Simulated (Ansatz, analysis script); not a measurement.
**Energy of spin spirals in a free-standing triangular Ni monolayer, spacing 2.778 Å**

Wanted: E(q) and the moments of a free-standing triangular Ni monolayer, spacing 2.778 Å along a path through the zone.

Calculated with Ansatz 0.2.0; PBEsol, PAW set soft_2 (files made for PBE).

This is a report of a sequence of runs, with most program output left out.

**1. The structure**

The cell holds 1 atom: 1 Ni. Cell: a = 2.778 Å, b = 2.778 Å, c = 14.000 Å, α = 90.0°, β = 90.0°, γ = 120.0°. An idealised lattice of chosen spacing, in vacuum. Vacuum lies along c.

**2. The collinear state**

First a free collinear run, to see which state the typed moments lead to.

File input.yaml:

```yaml
crystal:
  lattice:
    - [2.778, 0.0, 0.0]
    - [-1.389, 2.405819, 0.0]
    - [0.0, 0.0, 14.0]
  atoms:
    - { symbol: Ni, position: [0.0, 0.0, 0.5], spin: 1.0 }
magnetization:
  spin_polarized: true
kpoints:
  mp_grid: { grid: [9, 9, 1] }
hamiltonian:
  xc: pbesol
scf:
  occupations: { method: fermi_dirac, width: 0.1 }
  max_iter: 120
  convergence: { dr2_threshold: 1.0e-08 }
output:
  write_density: true
  write_potential: true
  elf: true
  volumetric_format: npy
```

The run is started by

```
ansatz run input.yaml --threads 1 --pin off --max-ram 3072MiB --backend cpu --events-out ev --progress --plain --runs-dir out
```

The job ended after 4.1 s (1 thread of Arm Neoverse V1, shared host; peak memory 0.32 GiB).

Spin moment in the atom's sphere by atom:

| atom | spin moment in the atom's sphere (μB) |
| --- | --- |
| Ni1 | 0.978 |

The run ends ferromagnetic, with a net moment of 0.913 μB a cell. With one Ni atom carrying the moment, parallel order of its images is forced by the cell, not found.

Spin density in the ca plane at fractional y = 0.000, with atoms of Ni within 0.2 Å of it.

Ten even steps from '0' (0.0 e/Å³) to '9' (3.0 e/Å³), each cell a mean:
```
0000000000000000000351000000000000000000
0000000000000000000000000000000000000000
0000000000000000000000000000000000000000
0000000000000000000000000000000000000000
0000000000000000000000000000000000000000
0000000000000000000000000000000000000000
0000000000000000000121000000000000000000
0000000000000000000592000000000000000000
```
Columns run along c (14.0 Å), rows up along a (2.8 Å). Atoms in or near the plane, at fractional coordinates: Ni at (0.50, 0.00).

Valence density in the ca plane at fractional y = 0.000, with atoms of Ni within 0.2 Å of it. It is the smooth field of the valence electrons, not physical close to the nuclei.

Ten steps, logarithmic in the rise over the least value, from '0' (0 e/Å³) to '9' (46 e/Å³), each cell a mean:
```
0000000000000000014786200000000000000000
0000000000000000002453100000000000000000
0000000000000000000111000000000000000000
0000000000000000000000000000000000000000
0000000000000000000010000000000000000000
0000000000000000001232000000000000000000
0000000000000000013675200000000000000000
0000000000000000015897300000000000000000
```
Columns run along c (14.0 Å), rows up along a (2.8 Å). Atoms in or near the plane, at fractional coordinates: Ni at (0.50, 0.00).

ELF in the ca plane at fractional y = 0.000, with atoms of Ni within 0.2 Å of it. It is the smooth field of the valence electrons, not physical close to the nuclei.

Ten even steps from '0' (0.00) to '9' (0.65), each cell a mean:
```
0000000000000011224685322100000000000000
0000000000000001222343222100000000000000
0000000000000001222222222100000000000000
0000000000000001233333332100000000000000
0000000000000001233223322100000000000000
0000000000000001222332222100000000000000
0000000000000011223564322100000000000000
0000000000000012234896422100000000000000
```
Columns run along c (14.0 Å), rows up along a (2.8 Å). Atoms in or near the plane, at fractional coordinates: Ni at (0.50, 0.00).

**3. Mesh refined**

Levels at the Fermi energy are partly filled, so moments and energy differences can hang on the k-mesh, and the state is solved again on a denser one.

input.yaml, the sections that differ from step 2:

```yaml
crystal:
  lattice:
    - [2.778, 0.0, 0.0]
    - [-1.389, 2.405819, 0.0]
    - [0.0, 0.0, 14.0]
  atoms:
    - { symbol: Ni, position: [0.0, 0.0, 0.5], spin: 0.98 }
kpoints:
  mp_grid: { grid: [22, 22, 1] }
basis:
  ecutwfc: 420.0
checkpoint:
  read: start
  write: ck
  compress: false
  write_wavefunctions: false
  write_every: 100000
# magnetization, hamiltonian, scf: as in step 2
# output: removed
```

Wall time 9.2 s (1 thread); peak memory 0.39 GiB.

Spin moment in the atom's sphere by atom:

| atom | spin moment in the atom's sphere (μB) |
| --- | --- |
| Ni1 | 0.977 |

The run ends ferromagnetic, with a net moment of 0.923 μB a cell, against 0.913 μB on the first mesh.

Each spiral starts from these moments, tilted 90° from the rotation axis z (a flat spiral); sizes are free, while the program holds flat spirals in their plane. Spin–orbit coupling is switched off, so the energy does not depend on how the axis lies in the crystal. The folder named start holds the saved collinear state, from which each run begins.

The runs on spinors take the mesh 24×24×1.

**4. q = (0, 0, 0)**

The reference is the same input at q = 0, so that basis and exchange-correlation form match those at other q. Every q is chosen so that q/2 is a mesh vector: every spiral then samples the k-points of q = 0, and much mesh noise cancels.

input.yaml, the sections that differ from step 3:

```yaml
crystal:
  lattice:
    - [2.778, 0.0, 0.0]
    - [-1.389, 2.405819, 0.0]
    - [0.0, 0.0, 14.0]
  atoms:
    - { symbol: Ni, position: [0.0, 0.0, 0.5], spin: 0.98, spin_axis: [1.0, 0.0, 0.0] }
kpoints:
  mp_grid: { grid: [24, 24, 1] }
magnetization:
  noncollinear: true
  spin_spiral: { q: [0.0, 0.0, 0.0] }
checkpoint:
  read: start
# hamiltonian, scf, basis: as in step 3
```

Elapsed: 22 s, on 1 thread; peak memory 0.55 GiB.

The largest moment is 0.985 μB, against 0.977 μB in the collinear run.

**5. q = (0.083, 0.083, 0)**

Only q changes. The cell stays that of the crystal, since the generalised Bloch theorem carries the rotation from cell to cell.

Changes to input.yaml since step 4:

```diff
@@ -19,3 +19,3 @@
   noncollinear: true
-  spin_spiral: { q: [0.0, 0.0, 0.0] }
+  spin_spiral: { q: [0.08333333, 0.08333333, 0.0] }
 checkpoint:
```

The job ended after 1.7 min (1 thread; peak memory 0.89 GiB).

The energy of the cell lies 19.1 meV above that at q = 0, and the largest moment is 0.962 μB against 0.985 μB.

**6. q = (0.167, 0, 0)**

Changes to input.yaml since step 5:

```diff
@@ -19,3 +19,3 @@
   noncollinear: true
-  spin_spiral: { q: [0.08333333, 0.08333333, 0.0] }
+  spin_spiral: { q: [0.16666667, 0.0, 0.0] }
 checkpoint:
```

The job ended after 2.1 min (1 thread; peak memory 0.9 GiB).

The energy of the cell lies 24.2 meV above that at q = 0, and the largest moment is 0.954 μB against 0.985 μB.

**7. q = (0.333, 0, 0)**

Changes to input.yaml since step 6:

```diff
@@ -19,3 +19,3 @@
   noncollinear: true
-  spin_spiral: { q: [0.16666667, 0.0, 0.0] }
+  spin_spiral: { q: [0.33333333, 0.0, 0.0] }
 checkpoint:
```

Run time: 2.5 min. Hardware: 1 thread; peak memory 0.92 GiB.

The energy of the cell lies 61.0 meV above that at q = 0, and the largest moment is 0.847 μB against 0.985 μB.

**8. q = (0.5, 0, 0)**

Changes to input.yaml since step 7:

```diff
@@ -19,3 +19,3 @@
   noncollinear: true
-  spin_spiral: { q: [0.33333333, 0.0, 0.0] }
+  spin_spiral: { q: [0.5, 0.0, 0.0] }
 checkpoint:
```

Run time: 2.4 min. Hardware: 1 thread; peak memory 0.93 GiB.

The energy of the cell lies 70.8 meV above that at q = 0, and the largest moment is 0.804 μB against 0.985 μB.

3 more runs differ from these in the same keys alone and are tabled below.

**9. E(q)**

| q (reciprocal lattice) | path length (1/Å) | E(q) − E(0) (meV a magnetic atom) | \|m\| Ni no. 1 (μB) |
| --- | --- | --- | --- |
| (0, 0, 0) | 0.000 | 0.00 | 0.98 |
| (0.167, 0, 0) | 0.435 | 24.17 | 0.95 |
| (0.333, 0, 0) | 0.871 | 60.99 | 0.85 |
| (0.5, 0, 0) | 1.306 | 70.84 | 0.80 |
| (0.417, 0.167, 0) | 1.683 | 74.89 | 0.79 |
| (0.333, 0.333, 0) | 2.060 | 72.82 | 0.82 |
| (0.25, 0.25, 0) | 2.437 | 71.56 | 0.83 |
| (0.083, 0.083, 0) | 3.191 | 19.15 | 0.96 |
| (0, 0, 0) | 3.568 | 0.00 | 0.98 |

**10. Fit by Heisenberg shells**

For rigid moments E(q) is a sum of cosines over neighbour shells, so a fit gives the couplings, and from them an ordering temperature.

E = −Σ J e·e over ordered pairs (each pair twice, J > 0 for parallel moments) is fitted to 7 points (copies by symmetry counted).

The fitted shells:

| pair | distance (Å) | neighbours a magnetic atom | J (meV) |
| --- | --- | --- | --- |
| Ni-Ni | 2.778 | 6 | 7.815 |
| Ni-Ni | 4.812 | 6 | 1.351 |
| Ni-Ni | 5.556 | 6 | 0.5973 |
| Ni-Ni | 7.35 | 12 | -0.113 |

Read from the output:

```yaml
r_m_s_miss_of_the_fit: 0.8594 meV
ordering_temperature_mean_field: 442.7 K
wavevector_of_the_mean_field_order: 0, 0, 0 reciprocal lattice
```

**11. Summary of results**

```yaml
lowest_point_of_the_path: q = 0
highest_point: 74.9 meV a magnetic atom
j_of_the_nearest_shell: 7.82 meV
mean_field_temperature: 443 K
```

In words: No spiral that was run lies below the ferromagnetic state at q = 0, and winding the moments costs up to 74.9 meV a magnetic atom. The moments change by at most 20 % from their size at q = 0, a modest change. The fit misses by 1.1 % of the energy range, so the shells describe the path well, though few points can't fix distant couplings. In a sheet or chain isotropic couplings alone give no order above 0 K (Mermin and Wagner), so the mean-field number is only an energy scale. The temperatures are those of classical unit spins, and mean field runs high. The 8 spiral runs took 19 min of wall time, added up. Energies are free energies at a smearing of 0.1 eV, and with partly filled levels differences shift, at times strongly, as the smearing goes to zero. The cell was taken as built, with atoms unrelaxed.

[Logs and program files are shortened in this print: banners, set-up blocks, solver, clock and traceback lines can be left out without a mark of their own.]

[Logs are printed without paths, hosts, clocks, repeated set-up lines and the standing remarks that a program may print on its own settings, such as how far it seeks lower states.]

[Hosts, paths, dates, database ids (printed as entryN), source tags and the programs' standing remarks are cut or masked in the printed files.]
